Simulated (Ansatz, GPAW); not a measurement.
# How Li3SCl (model structure) absorbs and reflects light, part 3 of 3

Wanted: where Li3SCl (model structure) starts to absorb, how strongly, and its refractive index. The structure is a model built here, which may or may not match a known phase. It was built so: All Br replaced by Cl and O replaced by S in the Pm-3m structure of Li3BrO. The cell is first relaxed with Ansatz.

GPAW 26.7.0; DFT, PBE, plane-wave PAW (GPAW data sets), scalar-relativistic, RPA, optical limit.

So far. Step 3 (Ground state): There is a gap, 4.15 eV on this mesh (points off the mesh can give less), so no carriers' term is needed.

### Step 5. Dielectric function, RPA

Transitions between filled and empty bands, summed over the zone, give the optical response, so mesh, band count and broadening shape it.

The induced potential is part of this response.

This step: DFT, PBE, plane-wave PAW (GPAW data sets), scalar-relativistic, RPA, optical limit (GPAW 26.7.0).

Contents of df.py:

```python
from gpaw.response.df import DielectricFunction

df = DielectricFunction('full.gpw', frequencies={'type': 'nonlinear', 'domega0': 0.03, 'omega2': 8},
                        ecut=30,
                        eta=0.2,
                        nbands=41,
                        txt='df.txt')
for direction in ['x']:
    df.get_dielectric_function(xc='RPA', direction=direction, filename=f'df_{direction}.csv')
```

The run is started by

```
$ OMP_NUM_THREADS=1 python df.py
```

Numbers of over 12 decimals in the logs are rounded to 6 here.

The log of the run:

```text
Using integrator: PointIntegrator
NonLinearFrequencyDescriptor(from 0.000 to 40.239 eV, 436 points)
Nonperiodic BCs:  [False False False]
Using integrator: PointIntegrator
NonLinearFrequencyDescriptor(from 0.000 to 40.239 eV, 436 points)
Nonperiodic BCs:  [False False False]

Calculating chi0 body with:
    Ground state adapter containing:
    Number of spins: 1
    Number of kpoints: 216
    Number of irreducible kpoints: 20
    Number of completely occupied states: 8
    Number of partially occupied states: 8

    Linear response parametrization:
    q_c: [0.0, 0.0, 0.0]
    Number of frequency points: 436
    Planewave cutoff: 30.0
    Number of bands: 41
    Number of planewaves: 33
    Broadening (eta): 0.2

Integrating chi0 body.

Symmetries of q_c:
    Direct symmetries (Uq -> q): 48
    Indirect symmetries (TUq -> q): 0
In total 48 allowed symmetries.

20 groups of equivalent kpoints. 90.740741% reduction.

Integral kind: spectral function

Calculating chi0 optical extensions with:
    Ground state adapter containing:
    Number of spins: 1
    Number of kpoints: 216
    Number of irreducible kpoints: 20
    Number of completely occupied states: 8
    Number of partially occupied states: 8

    Linear response parametrization:
    Number of frequency points: 436
    Planewave cutoff: 30.0
    Number of bands: 41
    Number of planewaves: 33
    Broadening (eta): 0.2
Integrating chi0 head and wings.

Symmetries of q_c:
    Direct symmetries (Uq -> q): 48
    Indirect symmetries (TUq -> q): 0
In total 48 allowed symmetries.

20 groups of equivalent kpoints. 90.740741% reduction.

Integral kind: spectral function wings
```

Run time: 5.7 s. Hardware: 1 thread of Arm Neoverse V1, shared host; peak memory 0.25 GiB.

This step gave:

```
electronic dielectric constant ε∞, mean over x, y and z (by symmetry where fewer were run) : 2.864
```

Some rows of df_x.csv (energy; Re and Im without local fields; Re and Im with them):

```text
0.000000, 3.430096, 0.000000, 2.863457, 0.000000
0.429336, 3.439054, 0.008423, 2.870148, 0.006293
0.878195, 3.468168, 0.017784, 2.891907, 0.013300
1.347938, 3.522407, 0.028940, 2.932505, 0.021686
1.840057, 3.610116, 0.043370, 2.998320, 0.032604
2.356191, 3.746058, 0.064008, 3.100748, 0.048368
2.898142, 3.959136, 0.097922, 3.262341, 0.074606
3.467895, 4.317270, 0.168878, 3.536815, 0.130443
4.067647, 4.997002, 0.474337, 4.066681, 0.375484
4.699832, 6.070452, 1.707056, 4.913364, 1.335395
5.367152, 4.825701, 3.439706, 3.756830, 2.850372
6.072622, 2.702429, 3.421496, 1.829540, 2.744450
6.819608, 3.670450, 4.099567, 2.652973, 2.489982
7.611886, 2.632991, 4.477206, 2.041746, 2.786536
8.453705, 0.288016, 4.507187, 0.872729, 2.927068
9.349861, 0.130476, 2.439392, 0.444054, 1.645619
10.305790, -0.655506, 3.318509, 0.856075, 2.026915
11.327680, -0.626881, 1.342974, 0.198910, 1.472563
12.422601, -0.411501, 1.345840, 0.633518, 1.412949
13.598673, -0.089630, 0.920592, 0.310807, 1.102090
14.865263, 0.103635, 0.736300, 0.362942, 0.658769
```

The Im ε, E ∥ x has structure finer than the step of the table below, so its rows give means over 0.5 eV, whole bins alone (the curve runs from 0 to 15.0 eV). Peaks (eV: height): 5.77: 3.55, 8.09: 3.35, 10.45: 2.07.

Sum at mesh points, not converged in k; values under the direct gap are tails of Lorentzian lines. Im ε, E ∥ x against photon energy; means over each step:

```tsv
photon energy (eV)	Im ε, E ∥ x
0.5	0.00738
1.0	0.0154
1.5	0.0249
2.0	0.0371
2.5	0.0545
3.0	0.0825
3.5	0.139
4.0	0.335
4.5	0.877
5.0	2.40
5.5	3.08
6.0	2.92
6.5	1.97
7.0	2.56
7.5	2.76
8.0	3.13
8.5	2.87
9.0	2.18
9.5	1.61
10.0	1.75
10.5	2.00
11.0	1.62
11.5	1.27
12.0	1.25
12.5	1.43
13.0	1.17
13.5	1.08
14.0	0.955
14.5	0.749
```

The reflectivity at normal incidence, E ∥ x has structure finer than the step of the table below, so its rows give means over 0.25 eV, whole bins alone (the curve runs from 0 to 15.0 eV). Peaks (eV: height): 5.765: 18.1, 8.767: 18.8, 10.663: 16.1, 11.328: 15.0, 12.750: 14.2, 14.040: 13.1.

Sum at mesh points, not converged in k. The reflectivity at normal incidence, E ∥ x by photon energy; means over each step:

photon energy (eV), reflectivity at normal incidence, E ∥ x (%) and a bar from the least value:
```
     0.25        6.6 
     0.50        6.6 
     0.75        6.7 
     1.00        6.8 
     1.25        6.9 #
     1.50        7.0 #
     1.75        7.1 #
     2.00        7.3 ##
     2.25        7.5 ##
     2.50        7.8 ###
     2.75        8.1 ####
     3.00        8.4 ####
     3.25        8.9 ######
     3.50        9.5 #######
     3.75       10.2 #########
     4.00       11.2 ###########
     4.25       12.2 ##############
     4.50       13.6 #################
     4.75       15.6 ######################
     5.00       17.0 ##########################
     5.25       16.3 ########################
     5.50       16.7 #########################
     5.75       17.8 ############################
     6.00       15.6 ######################
     6.25       11.1 ###########
     6.50       10.3 #########
     6.75       12.8 ###############
     7.00       13.6 #################
     7.25       13.9 ##################
     7.50       14.5 ###################
     7.75       15.0 #####################
     8.00       17.4 ###########################
     8.25       18.4 #############################
     8.50       18.4 #############################
     8.75       18.8 ##############################
     9.00       17.6 ###########################
     9.25       14.6 ####################
     9.50       10.5 ##########
     9.75       10.3 #########
    10.00       10.0 ########
    10.25       12.2 ##############
    10.50       14.8 ####################
    10.75       15.1 #####################
    11.00       13.0 ################
    11.25       14.5 ###################
    11.50       12.4 ##############
    11.75        8.8 #####
    12.00        8.8 #####
    12.25        9.4 #######
    12.50       11.1 ###########
    12.75       13.8 ##################
    13.00       12.6 ###############
    13.25       10.9 ##########
    13.50       10.8 ##########
    13.75       11.8 #############
    14.00       12.8 ###############
    14.25       11.6 ############
    14.50       10.6 ##########
    14.75        9.1 ######
```

The Im ε, E ∥ x has structure finer than the step of the table below, so its rows give means over 0.5 eV, whole bins alone (the curve runs from 0 to 15.0 eV). Peaks (eV: height): without local fields 5.77: 4.42, 7.97: 5.46, 10.17: 3.57; with local fields 5.77: 3.55, 8.09: 3.35, 10.45: 2.07.

Sum at mesh points, not converged in k; values under the direct gap are tails of Lorentzian lines. Table of Im ε, E ∥ x by photon energy; means over each step:

```tsv
photon energy (eV)	without local fields	with local fields
0.5	0.00988	0.00738
1.0	0.0206	0.0154
1.5	0.0332	0.0249
2.0	0.0493	0.0371
2.5	0.0719	0.0545
3.0	0.108	0.0825
3.5	0.180	0.139
4.0	0.424	0.335
4.5	1.10	0.877
5.0	2.91	2.40
5.5	3.76	3.08
6.0	3.66	2.92
6.5	2.99	1.97
7.0	4.14	2.56
7.5	4.42	2.76
8.0	5.14	3.13
8.5	4.38	2.87
9.0	3.18	2.18
9.5	2.69	1.61
10.0	3.34	1.75
10.5	2.82	2.00
11.0	1.82	1.62
11.5	1.36	1.27
12.0	1.49	1.25
12.5	1.25	1.43
13.0	0.948	1.17
13.5	0.938	1.08
14.0	0.802	0.955
14.5	0.721	0.749
```

The loss function −Im 1/ε at q → 0, E ∥ x has structure finer than the step of the table below, so its rows give means over 0.5 eV, whole bins alone (the curve runs from 0 to 15.0 eV). Peaks (eV: height): 9.42: 0.578, 11.56: 0.794, 14.68: 1.27.

Sum at mesh points, not converged in k; values under the direct gap are tails of Lorentzian lines. The loss function −Im 1/ε at q → 0, E ∥ x by energy loss; means over each step:

```tsv
energy loss (eV)	loss function −Im 1/ε at q → 0, E ∥ x
0.5	8.9e-4
1.0	0.00183
1.5	0.00285
2.0	0.00404
2.5	0.00551
3.0	0.00752
3.5	0.0109
4.0	0.0205
4.5	0.0390
5.0	0.0913
5.5	0.140
6.0	0.235
6.5	0.205
7.0	0.204
7.5	0.227
8.0	0.247
8.5	0.325
9.0	0.452
9.5	0.524
10.0	0.443
10.5	0.461
11.0	0.585
11.5	0.734
12.0	0.643
12.5	0.616
13.0	0.818
13.5	0.843
14.0	1.01
14.5	1.19
```

At chosen wavelengths:

```tsv
wavelength (nm)	n	k	R (%)	1/α
1550	1.70	0.004	6.7	35 µm
1064	1.71	0.005	6.8	16 µm
633	1.74	0.010	7.3	4.9 µm
532	1.76	0.013	7.6	3.1 µm
450	1.79	0.018	8.1	1.9 µm
365	1.87	0.032	9.2	902 nm
308	2.01	0.084	11.3	291 nm
```

Below the direct gap, k and the depth come from the tails of the Lorentzian lines, not from transitions.

Rows near the edge hang on the gap, which this functional as a rule makes too small, and phonon-assisted absorption is left out.

### Step 6. Results

* electronic dielectric constant ε∞, mean over x, y and z (by symmetry where fewer were run) (RPA): 2.86

What this shows: At this level (PBE, RPA) Li3SCl has ε∞ = 2.86 and n = 1.70 at 1550 nm. The cell grew by 31.5 % in volume. On the mesh the gap is 4.11 eV and the least direct gap 4.18 eV, so on this mesh the band edges lie at different points. Local fields change the static value along x from 3.43 to 2.86 (-17 %). Excitons and phonon-assisted transitions are missing; PBE gaps are as a rule too small, which pulls the onset down and ε∞ up. The cell grew by 32 % in the relaxation, which can come from the guessed start or, where layers or molecules are weakly bound, from the missing dispersion term; a larger cell lowers ε. The sum runs over mesh points 0.23 Å⁻¹ apart with no interpolation, so peaks are partly noise of the mesh and static values carry its error.

[Machine, clock and banner lines and Python warnings are left out of the logs.]

[Logs are printed without paths, hosts, clocks, repeated set-up lines and the standing remarks that a program may print on its own settings, such as how far it seeks lower states.]

[Hosts, paths, dates, database ids (printed as entryN), source tags and the programs' standing remarks are cut or masked in the printed files.]
